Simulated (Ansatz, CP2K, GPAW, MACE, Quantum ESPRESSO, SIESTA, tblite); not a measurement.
# Generalised stacking fault on (110) of a LiCl-LiBr solid solution (56 atoms) in GPAW, part 2 of 2

Aim: run generalised stacking fault on (110) of a LiCl-LiBr solid solution (56 atoms) in GPAW and see how near its forces come to a plane-wave reference, and at what cost.

Program: GPAW 26.7.0; the method stands at each step. Banners, paths, timers and routine set-up lines are dropped from the logs unmarked, and long logs keep their key lines alone; longer cuts are marked.

So far. Step 3 (PBE, LCAO szp(dzp), h 0.2 Å): Against the first run (21 %), the force difference from the reference is 32 %, at 0.86 times the CPU time, with 364 basis functions against 504: the smaller basis costs accuracy. Step 4 (PBE, grid h 0.18 Å): Against the first run (21 %), the force difference from the reference is 6.1 %, at 3.1 times the CPU time (on 2 against 1 cores) (12 SCF steps against 7).

### 5. PBE, LCAO sz(dzp), h 0.2 Å

Method: Kohn-Sham DFT, PBE, PAW, atomic orbitals (sz(dzp)).

run.py reads:

```python
import numpy as np
from ase.io import read
from gpaw import GPAW, FermiDirac

atoms = read("structure.xyz")
atoms.calc = GPAW(
    mode="lcao",
    basis="sz(dzp)",
    h=0.2,
    xc="PBE",
    kpts={"size": (1, 1, 1), "gamma": True},
    occupations=FermiDirac(0.05),
    maxiter=200,
    symmetry={"point_group": False},
    txt="gpaw.txt",
)
energy = atoms.get_potential_energy(force_consistent=True)
forces = atoms.get_forces()
print(f"energy {energy:.6f} eV")
print("forces (eV/A)")
for i, (a, f) in enumerate(zip(atoms, forces)):
    print(f"{i:4d} {a.symbol:2s} {f[0]:10.5f} {f[1]:10.5f} {f[2]:10.5f}")
print(f"Fermi level {atoms.calc.get_fermi_level():.4f} eV")
for k in range(len(atoms.calc.get_ibz_k_points())):
    for s in range(atoms.calc.get_number_of_spins()):
        e = atoms.calc.get_eigenvalues(kpt=k, spin=s)
        n = np.searchsorted(e, atoms.calc.get_fermi_level())
        print(f"k {k} spin {s} levels about the Fermi level:", np.round(e[max(n - 6, 0):n], 4).tolist(), "|", np.round(e[n:n + 6], 4).tolist())
```

structure.xyz reads:

```xyz
56
Lattice="7.44767 0.00000 0.00000 0.00000 5.26630 0.00000 3.41349 0.00000 26.26686" Properties=species:S:1:pos:R:3 pbc="T T T"
[... 56 atom lines left out: the same atoms as in the first run ...]
```

Run with:

```console
OMP_NUM_THREADS=1 python run.py > output.txt
```

The program printed:

```text
energy -156.502549 eV
forces (eV/A)
   0 Li   -0.23979   -0.01753   -0.30050
   1 Br    0.35060   -0.15682   -0.04951
   2 Li   -0.06809   -0.00530    0.15878
   3 Cl    0.20061    0.01807   -0.08910
   4 Li   -0.22434   -0.02619   -0.09030
   5 Cl   -0.02873    0.07225    0.04577
   6 Li   -0.17710   -0.14000    0.15585
   7 Cl   -0.03281   -0.11733    0.03451
   8 Li   -0.09836    0.05454    0.01138
   9 Cl   -0.01320    0.01652   -0.09366
  10 Li   -0.02564   -0.01162    0.00983
  11 Cl    0.04372    0.05590   -0.05076
  12 Li    0.02637   -0.10261   -0.01019
  13 Cl   -0.18327    0.04690    0.17257
  14 Li   -0.13588   -0.12311   -0.37013
  15 Br   -0.05750   -0.05220   -0.16727
  16 Li    0.08501   -0.03674    0.25361
  17 Cl   -0.18196   -0.00246   -0.05245
  18 Li    0.19032    0.04634   -0.21444
  19 Br    0.00067    0.18781    0.11981
  20 Li    0.15134    0.07514    0.08946
  21 Cl    0.00831    0.08510    0.09788
  22 Li    0.04481    0.01741    0.01929
  23 Cl   -0.05684    0.07948   -0.08753
[...]
48 Li    0.01197   -0.04154    0.36325
  49 Cl    0.10602    0.01901   -0.02985
  50 Li    0.27017   -0.02841   -0.12401
  51 Br   -0.01980   -0.03306   -0.22232
  52 Li    0.29530    0.06502    0.09220
  53 Br   -0.02334   -0.07705    0.09455
  54 Li    0.33383    0.08086   -0.04548
  55 Br   -0.28579    0.07270    0.22682
Fermi level 3.8009 eV
k 0 spin 0 levels about the Fermi level: [2.141, 2.1732, 2.1804, 2.2232, 2.2856, 2.3181] | [6.9931, 7.5339, 7.6756, 8.8906, 8.8977, 9.1743]
```

gpaw.txt:

```text
Input parameters:
  mode=LCAO(),
  basis={'default': 'sz(dzp)'},
  h=0.2,
  kpts=MonkhorstPack(size=(1, 1, 1), gamma=True),
  maxiter=200,
  occupations=Occupations(name='fermi-dirac', width=0.05, fixmagmom=False),
  symmetry=Symmetry(point_group=False),
  xc=XC(name='PBE')
Unit cell  # Å
| periodic |        x |        y |         z |   lengths |    angles |
[... lines left out ...]
  Fermi-Dirac:
[... lines left out ...]
convergence criteria:
- Maximum [total energy] change in last 3 cyles: 0.0005 eV / valence electron
[... lines left out ...]
Converged in 8 steps
[... lines left out ...]
  Free energy:    -156.502549
  Extrapolated:   -156.502549
dipole moment: (-1.155656, 30.112123, 161.049320)  # |e|*Ang
Fermi level: 3.801
Eigenvalues  # (at kpt = [0.000, 0.000, 0.000])
| band index |      eig [eV] | occ [0-2] |
|------------|---------------|-----------|
|          0 |       -11.321 |     2.000 |
|        ... |               |           |
|        104 |         2.098 |     2.000 |
|        105 |         2.111 |     2.000 |
[...]
|        119 |         9.366 |     0.000 |
|        ... |               |           |
|        138 |        12.108 |     0.000 |
Gap: 4.675 eV
Transition (v -> c):
  (s=0, k=0, n=111, [0.00, 0.00, 0.00]) -> (s=0, k=0, n=112, [0.00, 0.00, 0.00])
No difference between direct/indirect transitions
Force computation time: 3.202  # s
timing:  # [seconds]
  Total:  23.694  # ━━━━━━━━━━━━━━━━━━━━━━━━━━━━━━━━━━━━━━━━━━━━━━━━━━━━━━━━━
  Init:    5.684  # ━━━━━━━━━━━━━╸
  SCF:    14.779  # ━━━━━━━━━━━━━━━━━━━━━━━━━━━━━━━━━━━╸
  Forces:  3.202  # ━━━━━━━╸
```

Wall time 25 s (1 thread of Arm Neoverse V1, shared host); peak memory 0.8 GiB.

Compared with the plane-wave run:

```
r.m.s. force component                           : 0.1369 eV/Å
r.m.s. difference of force components            : 34.78 meV/Å
longest difference of force vectors              : 111.3 meV/Å
force difference over r.m.s. force               : 31.69 %
slope of forces against the reference's          : 1.227
correlation of force components                  : 0.9842
gap (highest filled to lowest empty level) : 4.675 eV
gap difference                                   : -0.7832 eV
```

This is a coarse setting, run to see what it loses.

Against the first run (21 %), the force difference from the reference is 32 %, at 0.39 times the CPU time, with 140 basis functions against 504: the smaller basis costs accuracy.

### 6. PBE, LCAO dzp, h 0.16 Å

Method: Kohn-Sham DFT, PBE, PAW, atomic orbitals (dzp).

run.py: that of step 5 with these lines changed.

```diff
@@ -7,4 +7,4 @@
     mode="lcao",
-    basis="sz(dzp)",
-    h=0.2,
+    basis="dzp",
+    h=0.16,
     xc="PBE",
```

structure.xyz is that of step 5.

The program printed:

```text
energy -193.552562 eV
forces (eV/A)
   0 Li   -0.21863    0.01347   -0.36312
   1 Br    0.30447   -0.15039    0.00316
   2 Li   -0.06427   -0.00298    0.19894
   3 Cl    0.09145    0.02995   -0.09893
   4 Li   -0.22466    0.00919   -0.12914
   5 Cl   -0.05056    0.04360    0.05739
   6 Li   -0.17361   -0.11927    0.14515
   7 Cl   -0.01148   -0.08405   -0.03101
   8 Li   -0.06550    0.02517    0.01599
   9 Cl   -0.02187    0.02319   -0.07266
  10 Li   -0.02415    0.02155    0.03709
  11 Cl   -0.02954    0.00815   -0.05270
[...]
51 Br   -0.02375   -0.02121   -0.17784
  52 Li    0.32435    0.03177    0.07827
  53 Br   -0.00628   -0.03099    0.07923
  54 Li    0.34595    0.03114   -0.04943
  55 Br   -0.24698    0.07959    0.20839
Fermi level 3.7382 eV
k 0 spin 0 levels about the Fermi level: [0.7933, 0.8207, 0.8367, 0.8787, 0.917, 1.0644] | [6.4796, 6.8984, 7.0173, 7.8309, 7.9002, 7.9354]
```

gpaw.txt:

```text
Input parameters:
  mode=LCAO(),
  basis={'default': 'dzp'},
  h=0.16,
  kpts=MonkhorstPack(size=(1, 1, 1), gamma=True),
  maxiter=200,
  occupations=Occupations(name='fermi-dirac', width=0.05, fixmagmom=False),
  symmetry=Symmetry(point_group=False),
  xc=XC(name='PBE')
[... lines left out ...]
  Fermi-Dirac:
[... lines left out ...]
convergence criteria:
- Maximum [total energy] change in last 3 cyles: 0.0005 eV / valence electron
[... lines left out ...]
Converged in 7 steps
[... lines left out ...]
  Free energy:    -193.552562
[... lines left out ...]
Fermi level: 3.738
[... lines left out ...]
|          0 |       -12.642 |     2.000 |
|        ... |               |           |
|        104 |         0.745 |     2.000 |
|        105 |         0.753 |     2.000 |
[...]
|        119 |         8.023 |     0.000 |
|        ... |               |           |
|        138 |         9.127 |     0.000 |
Gap: 5.415 eV
Transition (v -> c):
  (s=0, k=0, n=111, [0.00, 0.00, 0.00]) -> (s=0, k=0, n=112, [0.00, 0.00, 0.00])
No difference between direct/indirect transitions
Force computation time: 23.811  # s
timing:  # [seconds]
  Total:  106.095  # ━━━━━━━━━━━━━━━━━━━━━━━━━━━━━━━━━━━━━━━━━━━━━━━━━━━━━━━━
  Init:     9.752  # ━━━━━
  SCF:     72.502  # ━━━━━━━━━━━━━━━━━━━━━━━━━━━━━━━━━━━━━━╸
  Forces:  23.811  # ━━━━━━━━━━━━╸
```

Run time: 1.8 min. Hardware: 1 thread; peak memory 1.8 GiB.

Numbers from this run, and their distance from the reference:

| Quantity | Value |
| --- | --- |
| r.m.s. force component | 0.1283 eV/Å |
| r.m.s. difference of force components | 21.39 meV/Å |
| longest difference of force vectors | 77.08 meV/Å |
| force difference over r.m.s. force | 19.49 % |
| slope of forces against the reference's | 1.164 |
| correlation of force components | 0.9959 |
| gap (highest filled to lowest empty level) | 5.415 eV |
| gap difference | -0.043 eV |
| energy less the same-level run's | -18.8 meV/atom |
| r.m.s. force difference from the same-level run | 9.65 meV/Å |

Against the first run (21 %), the force difference from the reference is 19 %, at 1.7 times the CPU time: the tighter setting removes part of the difference.

### 7. All runs compared

Differences are against the plane-wave reference, forces as r.m.s. over components; share is that over the reference's r.m.s. force, slope the least-squares factor from reference forces to these. Total energies of different programs have different zeros and aren't compared.

| run | Δ force, r.m.s. (meV/Å) | share (%) | slope | Δ gap (eV) | cores | CPU time | memory (GiB) |
| --- | --- | --- | --- | --- | --- | --- | --- |
| reference | - | - | - | - | 8 | 28 s | 0.99 |
| GPAW PBE, LCAO dzp, h 0.2 Å | 23.4 | 21.3 | 1.166 | -0.0428 | 1 | 64 s | 1.0 |
| GPAW PBE, LCAO szp(dzp), h 0.2 Å (coarse) | 35.7 | 32.5 | 1.287 | -0.0617 | 1 | 55 s | 0.98 |
| GPAW PBE, grid h 0.18 Å | 6.70 | 6.11 | 1.019 | -0.0047 | 2 | 3.3 min | 1.8 |
| GPAW PBE, LCAO sz(dzp), h 0.2 Å (coarse) | 34.8 | 31.7 | 1.227 | -0.783 | 1 | 25 s | 0.8 |
| GPAW PBE, LCAO dzp, h 0.16 Å | 21.4 | 19.5 | 1.164 | -0.043 | 1 | 1.8 min | 1.8 |

Rows marked coarse were listed beforehand as settings not expected to be converged; some can still land near the reference.

CPU time is summed over cores on a shared host, where runs went side by side, so it is rough. Symmetry, cutoffs, thresholds, outputs and thread counts weren't matched or tuned between programs; memory under MPI is the largest rank's times the ranks.

Within one program, basis, potentials and functional, energies share a zero. Each run against its twin at the usual cutoff or grid and solver:

| run | twin | Δ energy (meV/atom) | Δ force, r.m.s. (meV/Å) | CPU time over the twin's |
| --- | --- | --- | --- | --- |
| GPAW PBE, LCAO dzp, h 0.16 Å | LCAO dzp, h 0.2 Å | -18.8 | 9.65 | 1.7 |

### 8. What came out

```yaml
nearest_in_forces: GPAW PBE, grid h 0.18 Å, 6.1 %
its_cpu_time: 3.3 min
```

PBE on plane waves or a grid with other potentials, cutoffs or grids, coarse settings apart, differs from the reference by 6.1 % (GPAW PBE, grid h 0.18 Å) of the r.m.s. force; potentials, valence shells or grid differ, and the table alone doesn't part them. The PBE runs in local orbitals, coarse settings apart, differ by 19 % (GPAW PBE, LCAO dzp, h 0.16 Å) to 21 % (GPAW PBE, LCAO dzp, h 0.2 Å); basis, grid and potentials can all enter. Runs with settings chosen to be coarse differ by 32 % in each run, their programs' other errors included. None of the electronic-structure runs in the table takes under half the reference's CPU time of 28 s; they take 0.88 to 7.0 times as much. GPAW PBE, LCAO szp(dzp), h 0.2 Å stiffens the forces by a factor of 1.29 while following their directions (correlation 0.993); the slopes of the 5 GPAW runs lie between 1.02 and 1.29. At the same functional, gaps differ from the reference's 5.46 eV by between -0.78 and -0.00 eV. These are spacings on the run's k-points, which needn't hold the band edges. The potentials hold different valence shells: 280 electrons in the reference, 224 in GPAW; this bears on time and differences. The cell is under 6 Å thick along one periodic direction, so every atom has periodic images of itself close by, which move with it and show among its neighbours and in g(r). The reference's stress is far from hydrostatic: its diagonal is 3.0, -3.0, -0.8 GPa, compression counted positive. The host structure and its lattice constant were typed by rule, without a check against the phase diagram. The electronic-structure runs sample only Γ, in a cell whose shortest periodic width is 5 Å.

[Also dropped from logs without a mark: logging warnings of Python, and SIESTA's first energy breakdown and zero terms.]

[Logs are printed without paths, hosts, clocks, repeated set-up lines and the standing remarks that a program may print on its own settings, such as how far it seeks lower states.]

[Hosts, paths, dates, database ids (printed as entryN), source tags and the programs' standing remarks are cut or masked in the printed files.]
